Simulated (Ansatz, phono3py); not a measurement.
# Scattering channels in GaAs (F-43m), one at a time, part 2 of 2

Wanted: the sensitivity of κ of GaAs to the choices of the transport step.

Measurements to reproduce:
- thermal conductivity 45 W/m/K near room temperature (given in “Combining the AFLOW GIBBS and Elastic Libraries to efficiently and robustly screen thermo-mechanical properties of solids”, 2017, arXiv:1611.05714)

Ansatz 0.2.0 and phono3py 4.10.0; DFT LDA, scalar-relativistic, plane waves, PAW; PAW set soft_1 (the session's first sound run).

So far, κ at 300 K (W/m/K): step 3 (relaxation-time solution) 42.1; step 16 (solver LBTE) 44.1; step 17 (solver RTA with coherences (SMM19)) 42.3; step 18 (delta function Gaussian, sigma 0.2 THz) 40.0; step 19 (delta function Gaussian, sigma 1 THz) 34.7.

**21. Without the dipole term, third order supercell 3×3×3, supercell 6×6×6**

Dropping the dipole term tests how much its part of the interpolation matters for κ.

File phono3py.yaml:

```yaml
phono3py:
  version: "4.10.0"
  frequency_unit_conversion_factor: 15.633302
  symmetry_tolerance: 1.00000e-05

physical_unit:
  atomic_mass: "AMU"
  length: "angstrom"

space_group:
  type: "F-43m"
  number: 216
  Hall_symbol: "F -4 2 3"

primitive_matrix:
- [  1.000000000000000,  0.000000000000000,  0.000000000000000 ]
- [  0.000000000000000,  1.000000000000000,  0.000000000000000 ]
- [  0.000000000000000,  0.000000000000000,  1.000000000000000 ]

supercell_matrix:
- [   3,   0,   0 ]
- [   0,   3,   0 ]
- [   0,   0,   3 ]

# [primitive_cell block left out]
unit_cell:
  lattice:
  - [     0.000000000000000,     2.801562824400000,     2.801562824400000 ] # a
  - [     2.801562824400000,     0.000000000000000,     2.801562824400000 ] # b
  - [     2.801562824400000,     2.801562824400000,     0.000000000000000 ] # c
  points:
  - symbol: Ga # 1
    coordinates: [  0.000000000000000,  0.000000000000000,  0.000000000000000 ]
    mass: 69.723000
    reduced_to: 1
  - symbol: As # 2
    coordinates: [  0.250000000000000,  0.250000000000000,  0.250000000000000 ]
    mass: 74.921595
    reduced_to: 2

# [supercell block left out]
phonon_supercell_matrix:
- [   6,   0,   0 ]
- [   0,   6,   0 ]
- [   0,   0,   6 ]

# [phonon_primitive_cell block left out]
# [phonon_supercell block left out]
nac:
  born_effective_charge:
  - # 1 (Ga)
    - [  2.060245985127337,  0.000000000000000,  0.000000000000000 ]
    - [  0.000000000000000,  2.060245985127337,  0.000000000000000 ]
    - [  0.000000000000000,  0.000000000000000,  2.060245985127337 ]
  - # 2 (As)
    - [ -2.060245985127337,  0.000000000000000,  0.000000000000000 ]
    - [  0.000000000000000, -2.060245985127337,  0.000000000000000 ]
    - [  0.000000000000000,  0.000000000000000, -2.060245985127337 ]
  dielectric_constant:
    - [ 13.968495729866419,  0.000000000000000,  0.000000000000000 ]
    - [  0.000000000000000, 13.968495729866415,  0.000000000000000 ]
    - [  0.000000000000000,  0.000000000000000, 13.968495729866415 ]
  unit_conversion_factor: 14.399645
```

The run is started by

```sh
> phono3py phono3py.yaml --mesh 19 19 19 --br --isotope --nonac --ts 100 300 600
```

It took 17 s on 8 threads of Intel Xeon 6975P-C (Granite Rapids), shared host; peak memory 0.1 GiB; 1.9 min of CPU time.

This step gave:

* κ at 300 K: 42.61 W/m/K
* κ xx, yy, zz at 300 K: 42.61, 42.61, 42.61 W/m/K

W/m/K. Kappa, by row:

```csv
T (K),xx,yy,zz,yz,xz,xy
100,175.3,175.3,175.3,0,0,0
300,42.61,42.61,42.61,0,0,0
600,20.79,20.79,20.79,0,0,0
```

κ at 300 K goes from 42.1 to 42.6 W/(m K). Only the interpolation between the solved wavevectors changes, and the fewer these are, the more it matters.

**22. A changed mass, third order supercell 3×3×3, supercell 6×6×6**

Changing one mass at fixed force constants separates the effect of mass from that of bonding.

phono3py.yaml is that of step 21.

The run is started by

```sh
> phono3py phono3py.yaml --mesh 19 19 19 --br --mass 69.723 37.461 --ts 100 300 600
```

Wall time 14 s (8 threads); peak memory 0.1 GiB; 1.7 min of CPU time.

Numbers from this step:

* κ at 300 K: 94.27 W/m/K
* κ xx, yy, zz at 300 K: 94.27, 94.27, 94.27 W/m/K

W/m/K. Kappa, by row:

```csv
T (K),xx,yy,zz,yz,xz,xy
100,508.5,508.5,508.5,0,0,0
300,94.27,94.27,94.27,0,0,0
600,44.17,44.17,44.17,0,0,0
```

Without isotope scattering in either run, κ at 300 K goes from 43.3 to 94.3 W/(m K).

**23. Mass disorder, third order supercell 3×3×3, supercell 6×6×6**

A typed mass variance takes the place of the natural one on the sites of one element, as a model of more or less disorder.

phono3py.yaml is that of step 22.

The run is started by

```sh
> phono3py phono3py.yaml --mesh 19 19 19 --br --isotope --mv 0.03 0 --ts 100 150 200 300 400 500 600 800
```

Run time: 17 s. Hardware: 8 threads; peak memory 0.1 GiB.

This step gave:

```
κ at 300 K            : 16.4 W/m/K
κ xx, yy, zz at 300 K : 16.4, 16.4, 16.4 W/m/K
```

W/m/K. Kappa, by row:

```csv
T (K),xx,yy,zz,yz,xz,xy
100,33.86,33.86,33.86,0,0,0
150,25.65,25.65,25.65,0,0,0
200,21.25,21.25,21.25,0,0,0
300,16.4,16.4,16.4,0,0,0
400,13.63,13.63,13.63,0,0,0
500,11.78,11.78,11.78,0,0,0
600,10.43,10.43,10.43,0,0,0
800,8.572,8.572,8.572,0,0,0
```

κ at 300 K goes from 42.1 in the base run to 16.4 W/(m K).

**24. An input with a fault, third order supercell 3×3×3, supercell 6×6×6**

This input was changed on purpose, to see how the program answers.

phono3py.yaml is that of step 23.

The run is started by

```sh
> phono3py phono3py.yaml --mesh 1 1 1 --br --ts 300
```

Elapsed: 1.3 s, on 8 threads; peak memory 0.1 GiB.

The run finished. A setting was moved off its sound value on purpose, so it serves as a test and not as the result.

The fault put into the input: one q point, with which κ at 300 K comes out at 3.4e-25 W/(m K).

**25. Summary of results**

| Item | Value |
| --- | --- |
| κ at 300 K, RTA, natural isotopes, mesh 19×19×19 | 42.1 W/m/K |
| κ at 300 K, RTA, pure, mesh 19×19×19 | 43.3 W/m/K |
| κ at 300 K, LBTE, mesh 19×19×19 | 44.1 W/m/K |
| κ at 300 K, with coherences, mesh 19×19×19 | 42.3 W/m/K |
| κ at 300 K, no dipole term, mesh 19×19×19 | 42.6 W/m/K |

In words: On these constants κ of GaAs at 300 K is 42.1 W/(m K) in the base run, by relaxation time; smearing and coherences move that between 34.7 and 42.3. The full solution gives 44.1 W/(m K) (phono3py, mesh 19×19×19). On the same constants and mesh Ansatz's figure, which includes its coherence part, and phono3py's, which doesn't, differ by up to 1.2 %; with phono3py's own coherence part added, which is defined differently, the largest difference is 0.46 %. The last step of the mesh series (23 to 29) moves κ at 300 K by +1.8 %, while the coarsest mesh gives 54 % of the densest value. Normal processes make 47 % of the three-phonon scattering at 300 K, weighting modes by their heat capacity. A boundary length of 0.03 µm leaves 21 % of κ at 300 K. A boundary length of 1 µm leaves 75 % of κ at 300 K. Scaling the mass of As by 0.5 at fixed force constants, a model exercise, multiplies the isotope-free κ by 2.18. A mass variance of 0.03 on the Ga sites, typed in place of the natural one, gives 39 % of the base value. A measured thermal conductivity near room temperature is 45 W/m/K (arXiv:1611.05714); the calculated 44.1 W/m/K differs by -2 %. Part of this agreement may be a cancellation, since four-phonon scattering and the shift of frequencies with temperature are both left out. The PAW files were made for PBE and are used here under another functional, for which the program regenerates the frozen cores.

[Logs are printed without paths, hosts, clocks, repeated set-up lines and the standing remarks that a program may print on its own settings, such as how far it seeks lower states.]

[Hosts, paths, dates, database ids (printed as entryN), source tags and the programs' standing remarks are cut or masked in the printed files.]

[A step with changed settings may run another functional than the one named; its input shows which.]
